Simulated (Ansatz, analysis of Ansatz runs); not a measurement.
# N-H pair in ZnSe: local vibrational mode, PBE

Aim: the local vibrational mode of the N-H pair in ZnSe, to be set beside the measurement. Set-up: PBE, 64-site cell, measured lattice, 420 eV, k: the single point 1/4 1/4 1/4. The model is a cell of 64 host atoms with N put on another atom's site and H put in between. The frequencies come from force constants among the defect atom and its neighbours, with the masses of the isotopes named. The measured lattice removes the functional's error in the volume.

What was measured. N-H stretch, 1H: 3194 cm⁻¹ at 9 K, by FTIR absorption and Raman spectroscopy (quoted in “Hydrogen in Compound Semiconductors”, 1993, E.E. Haller, quoting earlier work). N-H wag, 1H: 783 cm⁻¹ at 9 K, by FTIR absorption and Raman spectroscopy (quoted in “Hydrogen in Compound Semiconductors”, 1993, E.E. Haller, quoting earlier work). The calculation is set beside it at the end.

Main program and level: Ansatz 0.2.0; plane-wave PAW DFT, PBE; relaxation of all atoms of a defect supercell.

## (1) The structure

The cell holds 65 atoms: 32 Zn, 31 Se, 1 N and 1 H. Its edges and angles: a = 11.335 Å, b = 11.335 Å, c = 11.335 Å, α = 90.0°, β = 90.0°, γ = 90.0°. It derives from ZnSe (space group F-43m). Nearest the centre at fractional (0.355, 0.355, 0.605): H65 at 0.39 Å, N16 at 0.64 Å, Zn12 at 2.51 Å, Zn27 at 2.61 Å, Zn57 at 2.61 Å, Zn42 at 2.61 Å, Se13 at 3.70 Å, Se6 at 3.70 Å.

The host's primitive cell comes from a first run (plane-wave PAW DFT, PBE; relaxation of the host's atoms at the measured cell): vectors of 4.008, 4.008 and 4.008 Å. That is 22.76 Å³ an atom. The supercell is built on it.

## (2) Relaxation, charge 0

Every later number rests on the structure around the defect, so the atoms are relaxed at the host's lattice first.

relax/input.yaml

```yaml
relax:
  f_tol: 0.01
  max_steps: 80
  random_displacement: { amplitude: 0.02, seed: 153 }
crystal:
  lattice:
    - [11.3352, 0.0, 0.0]
    - [0.0, 0.0, -11.3352]
    - [0.0, 11.3352, 0.0]
  atoms:
    - { symbol: Zn, position: [0.0, 0.0, 0.0] }
    - { symbol: Zn, position: [0.0, 0.25, 0.25] }
    - { symbol: Zn, position: [0.25, 0.0, 0.25] }
    - { symbol: Zn, position: [0.25, 0.25, 0.0] }
    - { symbol: Se, position: [0.125, 0.125, 0.125] }
    - { symbol: Se, position: [0.125, 0.375, 0.375] }
    - { symbol: Se, position: [0.375, 0.125, 0.375] }
    - { symbol: Se, position: [0.375, 0.375, 0.125] }
    - { symbol: Zn, position: [0.0, 0.0, 0.5] }
    - { symbol: Zn, position: [0.0, 0.25, 0.75] }
    - { symbol: Zn, position: [0.25, 0.0, 0.75] }
    - { symbol: Zn, position: [0.227080246, 0.227080246, 0.477080246] }
    - { symbol: Se, position: [0.125, 0.125, 0.625] }
    - { symbol: Se, position: [0.125, 0.375, 0.875] }
    - { symbol: Se, position: [0.375, 0.125, 0.875] }
    - { symbol: "N", position: [0.387730256, 0.387730256, 0.637730256] }
    - { symbol: Zn, position: [0.0, 0.5, 0.0] }
    - { symbol: Zn, position: [0.0, 0.75, 0.25] }
    - { symbol: Zn, position: [0.25, 0.5, 0.25] }
    - { symbol: Zn, position: [0.25, 0.75, 0.0] }
    - { symbol: Se, position: [0.125, 0.625, 0.125] }
    - { symbol: Se, position: [0.125, 0.875, 0.375] }
    - { symbol: Se, position: [0.375, 0.625, 0.375] }
    - { symbol: Se, position: [0.375, 0.875, 0.125] }
    - { symbol: Zn, position: [0.0, 0.5, 0.5] }
    - { symbol: Zn, position: [0.0, 0.75, 0.75] }
    - { symbol: Zn, position: [0.25, 0.5, 0.75] }
    - { symbol: Zn, position: [0.25, 0.75, 0.5] }
    - { symbol: Se, position: [0.125, 0.625, 0.625] }
    - { symbol: Se, position: [0.125, 0.875, 0.875] }
    - { symbol: Se, position: [0.375, 0.625, 0.875] }
    - { symbol: Se, position: [0.375, 0.875, 0.625] }
    - { symbol: Zn, position: [0.5, 0.0, 0.0] }
    - { symbol: Zn, position: [0.5, 0.25, 0.25] }
    - { symbol: Zn, position: [0.75, 0.0, 0.25] }
    - { symbol: Zn, position: [0.75, 0.25, 0.0] }
    - { symbol: Se, position: [0.625, 0.125, 0.125] }
    - { symbol: Se, position: [0.625, 0.375, 0.375] }
    - { symbol: Se, position: [0.875, 0.125, 0.375] }
    - { symbol: Se, position: [0.875, 0.375, 0.125] }
    - { symbol: Zn, position: [0.5, 0.0, 0.5] }
    - { symbol: Zn, position: [0.5, 0.25, 0.75] }
    - { symbol: Zn, position: [0.75, 0.0, 0.75] }
    - { symbol: Zn, position: [0.75, 0.25, 0.5] }
    - { symbol: Se, position: [0.625, 0.125, 0.625] }
    - { symbol: Se, position: [0.625, 0.375, 0.875] }
    - { symbol: Se, position: [0.875, 0.125, 0.875] }
    - { symbol: Se, position: [0.875, 0.375, 0.625] }
    - { symbol: Zn, position: [0.5, 0.5, 0.0] }
    - { symbol: Zn, position: [0.5, 0.75, 0.25] }
    - { symbol: Zn, position: [0.75, 0.5, 0.25] }
    - { symbol: Zn, position: [0.75, 0.75, 0.0] }
    - { symbol: Se, position: [0.625, 0.625, 0.125] }
    - { symbol: Se, position: [0.625, 0.875, 0.375] }
    - { symbol: Se, position: [0.875, 0.625, 0.375] }
    - { symbol: Se, position: [0.875, 0.875, 0.125] }
    - { symbol: Zn, position: [0.5, 0.5, 0.5] }
    - { symbol: Zn, position: [0.5, 0.75, 0.75] }
    - { symbol: Zn, position: [0.75, 0.5, 0.75] }
    - { symbol: Zn, position: [0.75, 0.75, 0.5] }
    - { symbol: Se, position: [0.625, 0.625, 0.625] }
    - { symbol: Se, position: [0.625, 0.875, 0.875] }
    - { symbol: Se, position: [0.875, 0.625, 0.875] }
    - { symbol: Se, position: [0.875, 0.875, 0.625] }
    - { symbol: H, position: [0.335271, 0.335271, 0.585271] }
basis:
  ecutwfc: 420
  xc_grid: 2
hamiltonian:
  xc: pbe
kpoints:
  mp_grid: { grid: [1, 1, 1], shift: [0.25, 0.25, 0.25] }
scf:
  occupations: { method: fermi_dirac, width: 0.01 }
  max_iter: 120
output:
  forces: true
checkpoint:
  write: "../relax.run"
  compress: false
  write_wavefunctions: true
  write_every: 100000
```

Run with:

```console
> ansatz run input.yaml --threads 4 --pin off --max-ram 7536MiB --backend cpu --events-out ev --progress --plain --runs-dir out
```

Numbers of over 12 decimals in the logs are rounded to 6 here.

What it wrote:

```text
[... repeated set-up lines and file paths are left out, and long positions are rounded to six places ...]
Engine: ansatz 0.2.0, aarch64-unknown-linux-gnu
Pseudopotentials: kind: paw
Pseudopotential: Zn, paw, valence charge 12, recommended cutoff 420 eV (normal), Zn.paw.azcp
Pseudopotential: Se, paw, valence charge 16, recommended cutoff 420 eV (normal), Se.paw.azcp
Pseudopotential: N, paw, valence charge 5, recommended cutoff 420 eV (normal), N.paw.azcp
Pseudopotential: H, paw, valence charge 1, recommended cutoff 420 eV (normal), H.paw.azcp
Functional definition: PBE
  parameter kappa = 0.804
  parameter beta = 0.066725
  exchange = pbe_x(kappa = kappa, mu = beta*pi^2/3)
  correlation = pbe_c(beta = beta)
Crystal: 65 atoms, lattice volume = 1456.423 Å³
Basis set: ecut = 420 eV, 28425 PW (Γ), exchange–correlation on 160×160×160 points (8 copies of the dense FFT grid, shifted against one another)
Bands: 532, of which v1, the nominal top of the filled ones, is band 443 counted from 1 (442 counted from 0)
Symmetry: 1 space group operations
k-points: 1
Non-local potential: Zn, projectors of the file, l = 0: 2, l = 1: 2, l = 2: 3, l = 3: 1
Non-local potential: Se, projectors of the file, l = 0: 2, l = 1: 2, l = 2: 3, l = 3: 1
Non-local potential: N, projectors of the file, l = 0: 2, l = 1: 2, l = 2: 1
Non-local potential: H, projectors of the file, l = 0: 2, l = 1: 1
PAW form: soft (Blöchl's): semilocal exchange-correlation on the pseudo side does not see the compensation charge
PAW one-centre angular grid: Zn, 590 points (default); XC on 64 Gauss nodes
PAW one-centre angular grid: Se, 590 points (default); XC on 64 Gauss nodes
PAW one-centre angular grid: N, 110 points (default); XC on 64 Gauss nodes
PAW one-centre angular grid: H, 110 points (default); XC on 64 Gauss nodes
Initial density: superposition of atomic densities (neutral atoms: chi_scale 0, normalization atom), corrected by the library's trained network
Initial wavefunctions: pseudopotential atomic-orbital guess
Functional: x = pbe(κ = 0.804, μ = 0.219515), c = pbe(β = 0.066725)
SCF iter   1: F=—  HF=-276192.494762 eV  |F-HF|=—  |Δ(HF+E_count)|=         —  Δρ=2.27e-3  dr2=1.33e-1  ethr=1.77e-3  ⟨swp⟩=6.0  Hψ=2072  notcnv=0  defer=9
preconditioner: auto → Resta (q_TF=auto, 2.511 Å⁻¹)  ε∞=5.6  [insulator: Δε(μ)=2.152 eV  Ē_g=10.916 eV  σ=0.010 eV  W_gap=1.00  n_scr=388 (ndim 8)  ℏωp=23.4 eV  f_vac=0.120  D(μ)=0.00/eV (n_scr^D=0)  ε∞_Penn≈5.6]
SCF iter   2: F=—  HF=-276192.472133 eV  |F-HF|=—  |Δ(HF+E_count)|=   2.26e-2  Δρ=1.23e-3  dr2=2.38e-2  ethr=1.50e-5  ⟨swp⟩=3.0  Hψ=905  notcnv=0  defer=85
SCF iter   3: F=—  HF=-276192.468879 eV  |F-HF|=—  |Δ(HF+E_count)|=   3.25e-3  Δρ=5.44e-4  dr2=8.91e-3  ethr=2.69e-6  ⟨swp⟩=2.0  Hψ=739  notcnv=0  defer=85
SCF iter   4: F=—  HF=-276192.467995 eV  |F-HF|=—  |Δ(HF+E_count)|=   8.84e-4  Δρ=1.66e-4  dr2=5.65e-4  ethr=1.01e-6  ⟨swp⟩=2.0  Hψ=734  notcnv=0  defer=85
SCF iter   5: F=—  HF=-276192.466665 eV  |F-HF|=—  |Δ(HF+E_count)|=   1.33e-3  Δρ=1.02e-4  dr2=1.43e-4  ethr=6.38e-8  ⟨swp⟩=2.0  Hψ=735  notcnv=0  defer=85
SCF iter   6: F=—  HF=-276192.466666 eV  |F-HF|=—  |Δ(HF+E_count)|=   8.18e-7  Δρ=4.77e-5  dr2=2.60e-5  ethr=1.61e-8  ⟨swp⟩=2.0  Hψ=730  notcnv=0  defer=85
SCF iter   7: F=—  HF=-276192.466674 eV  |F-HF|=—  |Δ(HF+E_count)|=   8.88e-6  Δρ=1.41e-5  dr2=3.56e-6  ethr=2.94e-9  ⟨swp⟩=2.0  Hψ=735  notcnv=0  defer=85
SCF iter   8: F=-276192.466680 eV  HF=-276192.466679 eV  |F-HF|=4.63e-7  |Δ(HF+E_count)|=   4.92e-6  Δρ=5.00e-6  dr2=4.93e-7  ethr=2.82e-10  ⟨swp⟩=4.0  Hψ=1828  notcnv=0
SCF 1 converged in 8 iterations: F = -276192.466680 eV  dr2 = 4.93e-7
  greatest PAW one-centre occupation: 1.000 electrons in one spin orbital (limit 2), on the Se atom at site 6 (counted from 0), in its partial waves of l = 2
relax step   1: F+E_penalty+E_count = -276192.46667986 eV  Δ(F+E_penalty+E_count) = +0.000e0 eV  max|allowed force component| = 1.393e0 eV/Å  Δτ_max = 0.0000 Å  (8 SCF iters, dr2 threshold 2.50e-6 eV, accepted)
[... the SCF cycles and remarks between the steps are left out from here to the last step ...]
relax step   2: F+E_penalty+E_count = -276193.63704236 eV  Δ(F+E_penalty+E_count) = -1.170e0 eV  max|allowed force component| = 1.040e0 eV/Å  Δτ_max = 0.1949 Å  (7 SCF iters, dr2 threshold 1.00e-4 eV, accepted)
relax step   3: F+E_penalty+E_count = -276194.11599391 eV  Δ(F+E_penalty+E_count) = -4.790e-1 eV  max|allowed force component| = 3.061e-1 eV/Å  Δτ_max = 0.1949 Å  (7 SCF iters, dr2 threshold 6.76e-5 eV, accepted)
relax step   4: F+E_penalty+E_count = -276194.15944213 eV  Δ(F+E_penalty+E_count) = -4.345e-2 eV  max|allowed force component| = 4.730e-1 eV/Å  Δτ_max = 0.2000 Å  (7 SCF iters, dr2 threshold 8.12e-6 eV, accepted)
relax step   5: F+E_penalty+E_count = -276194.17302841 eV  Δ(F+E_penalty+E_count) = -1.359e-2 eV  max|allowed force component| = 2.603e-1 eV/Å  Δτ_max = 0.0294 Å  (6 SCF iters, dr2 threshold 1.94e-5 eV, accepted)
relax step   6: F+E_penalty+E_count = -276194.17715399 eV  Δ(F+E_penalty+E_count) = -4.126e-3 eV  max|allowed force component| = 2.079e-2 eV/Å  Δτ_max = 0.0418 Å  (5 SCF iters, dr2 threshold 2.05e-5 eV, accepted)
relax step   7: F+E_penalty+E_count = -276194.17715487 eV  Δ(F+E_penalty+E_count) = -8.816e-7 eV  max|allowed force component| = 2.078e-2 eV/Å  Δτ_max = 0.0000 Å  (4 SCF iters, accepted)
relax step   8: F+E_penalty+E_count = -276194.17737240 eV  Δ(F+E_penalty+E_count) = -2.175e-4 eV  max|allowed force component| = 1.392e-2 eV/Å  Δτ_max = 0.0078 Å  (6 SCF iters, accepted)
SCF iter   1: F=—  HF=-276194.178984 eV  |F-HF|=—  |Δ(HF+E_count)|=         —  Δρ=1.38e-4  dr2=1.47e-4  ethr=1.36e-7  ⟨swp⟩=4.0  Hψ=1156  notcnv=0  defer=85
SCF iter   2: F=—  HF=-276194.178936 eV  |F-HF|=—  |Δ(HF+E_count)|=   4.83e-5  Δρ=6.59e-5  dr2=3.26e-5  ethr=1.66e-8  ⟨swp⟩=2.0  Hψ=710  notcnv=0  defer=85
SCF iter   3: F=—  HF=-276194.177565 eV  |F-HF|=—  |Δ(HF+E_count)|=   1.37e-3  Δρ=8.08e-6  dr2=8.56e-7  ethr=3.68e-9  ⟨swp⟩=2.0  Hψ=746  notcnv=0  defer=85
SCF iter   4: F=—  HF=-276194.177565 eV  |F-HF|=—  |Δ(HF+E_count)|=   4.99e-7  Δρ=8.00e-6  dr2=5.88e-7  ethr=1.13e-11  ⟨swp⟩=5.0  Hψ=2096  notcnv=0
SCF iter   5: F=-276194.177565 eV  HF=-276194.177565 eV  |F-HF|=6.29e-9  |Δ(HF+E_count)|=   3.17e-7  Δρ=1.25e-6  dr2=4.11e-8  ethr=1.13e-11  ⟨swp⟩=3.0  Hψ=2028  notcnv=0
SCF 9 converged in 5 iterations: F = -276194.177565 eV  dr2 = 4.11e-8
relax step   9: F+E_penalty+E_count = -276194.17756479 eV  Δ(F+E_penalty+E_count) = -1.924e-4 eV  max|allowed force component| = 7.196e-4 eV/Å  Δτ_max = 0.0017 Å  (5 SCF iters, accepted)
NSCF: frozen V_eff on 1 k-points
the band table was solved once a step of the walk had ended and its energy, with any forces and stress, was formed, with the checks that follow a solve (1620 applications of the Hamiltonian). They found nothing against the state; [...]
SCF converged after 5 iterations
Free energy (F): -276194.177565 eV
Harris-Foulkes:  -276194.177565 eV  (|F-HF|=6.29e-9)
Internal energy: -276194.177565 eV  (E = F + TS)
E sigma→0 (E₀):  -276194.177565 eV
Fermi energy:    7.642355 eV
--- Per-component energies (eV) ---
  E_band       = -11919.733568
  E_kinetic    = 8022.735139
  E_local      = -138951.110898  (includes V_loc(G=0)·N_el)
  E_nonlocal   = 1233.171824
  E_hartree    = 64255.792817
  E_xc         = -7688.824452
  E_vxc        = -4793.449687  (∫ρ·V_xc dr)
  E_paw        = -117877.842942  (= ΣΔE_a)
  E_vpaw       = -5942.633704  (= ΣTr[D̂ρ^β])
  E_aug_tail   = -0.029653  (compensation charges beyond the density's cutoff)
  E_ewald      = -85188.069399
  E_smearing   = -0.000000  (= −TS)
  E_closure    = 0.000000  (closes the sum)
  Σ components = -276194.177565   (vs F -276194.177565, Δ=0.00e0)
--- Forces (eV/Å), atoms counted from 1 ---
  atom   1  Zn     0.00022341     0.00017997    -0.00029212
  atom   2  Zn     0.00003543     0.00002067    -0.00023604
  [... 3 atoms left out ...]
  atom   6  Se    -0.00036233    -0.00039974    -0.00011636
  atom   7  Se     0.00012222    -0.00058068     0.00046530
  [... 4 atoms left out ...]
  atom  12  Zn     0.00049456     0.00062145    -0.00071910
  atom  13  Se    -0.00052642     0.00015429     0.00049114
  [... 2 atoms left out ...]
  atom  16  N      0.00012176     0.00012285    -0.00002260
  [... 10 atoms left out ...]
  atom  27  Zn    -0.00003738    -0.00030487     0.00030970
  [... 10 atoms left out ...]
  atom  38  Se     0.00003143    -0.00030727     0.00011194
  [... 3 atoms left out ...]
  atom  42  Zn    -0.00031500    -0.00032811     0.00010827
  [... 14 atoms left out ...]
  atom  57  Zn    -0.00022521    -0.00007581     0.00021075
  [... 7 atoms left out ...]
  atom  65  H     -0.00067073    -0.00050272     0.00045424
  max |Σ_I F_I| component: 3.61e-5 eV/Å
--- Band table (eV) ---
  k-point 0: bands = ["-40.4027", "-40.4026", "-40.4026", "-40.3965", [... 524 left out ...] "13.7563", "13.8829", "13.8829", "13.9032"]
--- Relaxed structure (9 steps of the walk, 9 accepted, 0 SCFs on fresh bases) ---
  F+E_penalty+E_count = -276194.17756479 eV   max|allowed force component| = 7.196e-4 eV/Å
  atoms:
    - { symbol: Zn, position: [-6.883014547727423e-5, 6.5511145531041635e-6, -0.000715] }
    - { symbol: Zn, position: [-0.004088, 0.250363, 0.246077] }
    [... 3 atoms left out ...]
    - { symbol: Se, position: [0.121641, 0.377941, 0.371804] }
    - { symbol: Se, position: [0.377866, 0.121722, 0.371812] }
    [... 4 atoms left out ...]
    - { symbol: Zn, position: [0.216707, 0.216786, 0.466870] }
    - { symbol: Se, position: [0.121646, 0.121722, 0.628029] }
    [... 2 atoms left out ...]
    - { symbol: N, position: [0.390581, 0.390655, 0.640746] }
    [... 10 atoms left out ...]
    - { symbol: Zn, position: [0.277409, 0.485473, 0.735559] }
    [... 10 atoms left out ...]
    - { symbol: Se, position: [0.618626, 0.378143, 0.382310] }
    [... 3 atoms left out ...]
    - { symbol: Zn, position: [0.485398, 0.277487, 0.735565] }
    [... 14 atoms left out ...]
    - { symbol: Zn, position: [0.485395, 0.485468, 0.527572] }
    [... 7 atoms left out ...]
    - { symbol: H, position: [0.338021, 0.338082, 0.588181] }
```

It took 6.5 min on 4 threads of Arm Neoverse V2, shared host; peak memory 4.3 GiB; 25 min of CPU time.

The steps of the relaxation:

```csv
step,energy less that of the first step (eV),largest force component (eV/Å)
1,0.0000,1.3926
2,-1.1704,1.0399
3,-1.6493,0.3061
4,-1.6928,0.4730
5,-1.7063,0.2603
6,-1.7105,0.0208
7,-1.7105,0.0208
8,-1.7107,0.0139
9,-1.7109,0.0007
```

The atoms that moved most (Å, from the sites as typed, ahead of the random displacement):

| atom | dx | dy | dz | length |
| --- | --- | --- | --- | --- |
| Zn57 | -0.164 | 0.312 | 0.164 | 0.389 |
| Zn27 | 0.312 | -0.164 | 0.164 | 0.389 |
| Zn42 | -0.164 | -0.164 | -0.312 | 0.389 |
| Zn12 | -0.116 | -0.116 | 0.116 | 0.201 |
| Se23 | 0.036 | 0.082 | 0.071 | 0.115 |
| Se14 | 0.082 | -0.071 | -0.036 | 0.115 |
| Se45 | -0.071 | 0.036 | -0.082 | 0.114 |
| Se29 | 0.082 | 0.036 | 0.071 | 0.114 |

Neighbours of the ideal centre at the end:

```
atom  distance (Å)
 H65         0.335
 N16         0.697
Zn57         2.266
Zn42         2.267
Zn27         2.268
Zn12         2.716
 Se7         3.750
 Se6         3.751
Se13         3.751
```

Neighbours of the added atoms: H65: N16 1.03, Zn12 2.38, Zn42 2.46 Å.

This step gave:

| Property | Result |
| --- | --- |
| free energy | -276194.1776 eV |

The relaxation ends 26 meV an atom lower than the displaced start, with a largest force component of 7.2e-4 eV/Å.

[end of part 1 of 2]

[Logs are printed without paths, hosts, clocks, repeated set-up lines and the standing remarks that a program may print on its own settings, such as how far it seeks lower states.]

[Hosts, paths, dates, database ids (printed as entryN), source tags and the programs' standing remarks are cut or masked in the printed files.]

[For some hosts the program warned that the k-mesh of the response run may be too coarse for force constants and the static dielectric constant; such warnings are not shown here.]
